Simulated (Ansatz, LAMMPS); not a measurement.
# Static equation of state of Ga2O3 with crystalline order left by the classical run (95 atoms)

Density of this cell: 5.64 g/cm³. The cell holds 95 atoms: 38 Ga and 57 O. Its edges and angles: a = 9.891 Å, b = 10.545 Å, c = 10.109 Å, α = 86.1°, β = 92.6°, γ = 87.0°. The starting structure: 95 atoms (38 Fe, 57 O) placed at random at 4.7 g/cm³, melted at 5000 K for 10 ps at fixed volume with the Morse and Coulomb pair potential with partial charges (Pedone, Malavasi, Menziani, Cormack and Segre, J. Phys. Chem. B 110, 11780 (2006)). Quenched from 5000 K to 300 K at 50 K/ps and fixed volume, held 5 ps, then minimised at fixed cell. Then Fe was replaced by Ga and the cell scaled by 1.003 (the potential has no terms for the new elements, so the cell is a start for a DFT relaxation).

Calculated with Ansatz 0.2.0: Kohn-Sham DFT, PBE, PAW (set soft_1), plane waves; cutoff 420 eV, Γ point, fixed occupations. Cell and atoms were relaxed first, to V0 = 11.044 Å³ an atom at a residual P0 = 0.005 GPa. The cell was then scaled evenly, and the atoms were relaxed at each volume.

```
volume (Å³/atom)  pressure (GPa)
          9.9399               ?
          10.382           8.132
          10.713           3.677
          11.376          -3.115
          11.707          -4.524
```

**Question.** Fit the third-order Birch–Murnaghan equation to the rows given and extrapolate to the withheld row.

Worked fit:

Take the Eulerian strain f = ½[(V0/V)^(2/3) − 1] and the normalised pressure F = (P − P0) / [3f(1 + 2f)^(5/2)]. The third-order Birch–Murnaghan equation is then the line F = B0 + (3/2)B0(B′ − 4) f, so u = f and v = F.

| u = f | v = F (GPa) |
| --- | --- |
| 0.0210564 | 116.046 |
| 0.0102571 | 113.412 |
| -0.00975657 | 111.983 |
| -0.0190505 | 87.3319 |

With n = 4: mean u = 6.2662e-4, mean v = 107.193, Σ(u − ū)² = 0.0010051, Σ(u − ū)(v − v̄) = 0.58182. Slope b = 0.58182 / 0.0010051 = 578.86; intercept a = v̄ − b ū = 106.83.

So B0 = a = 107 GPa and B′ = 4 + 2b/(3a) = 7.61. At the withheld volume f = 0.03638, F = a + b f = 127.9 GPa, and P = P0 + 3f(1 + 2f)^(5/2) F.

Prediction at 9.9399: 16.64 GPa. The run gave 15.59 GPa, so the fit is high by 1.0 GPa (6.7 % of the value).

The series isn't one smooth equation of state: even a line fitted to all rows, the withheld one included, misses F by up to 11.3 %, the count of bonds changes along the series and an atom moves over 0.5 Å in some relaxation. B0 and B′ are then only the numbers of this fit, not moduli of the material. Among the rows given, the largest miss of the fit is at 11.707, by 0.44 GPa (2.2 % of the range of the table).

Limits: Static cells at zero temperature; the cell shape is held. The program notes that the SCF threshold of these relaxations is loose for the stress. The quench rate of 50 K/ps is many orders above laboratory rates, so the cell is likely richer in defects and strain than a real sample. The network of bonds at the start is that of the classical potential that made the cell, and needn't be the one that DFT or experiment would give. Only the Γ point is sampled, in a cell whose shortest periodic width is 10 Å.

[Logs are printed without paths, hosts, clocks, repeated set-up lines and the standing remarks that a program may print on its own settings, such as how far it seeks lower states.]

[Hosts, paths, dates, database ids (printed as entryN), source tags and the programs' standing remarks are cut or masked in the printed files.]
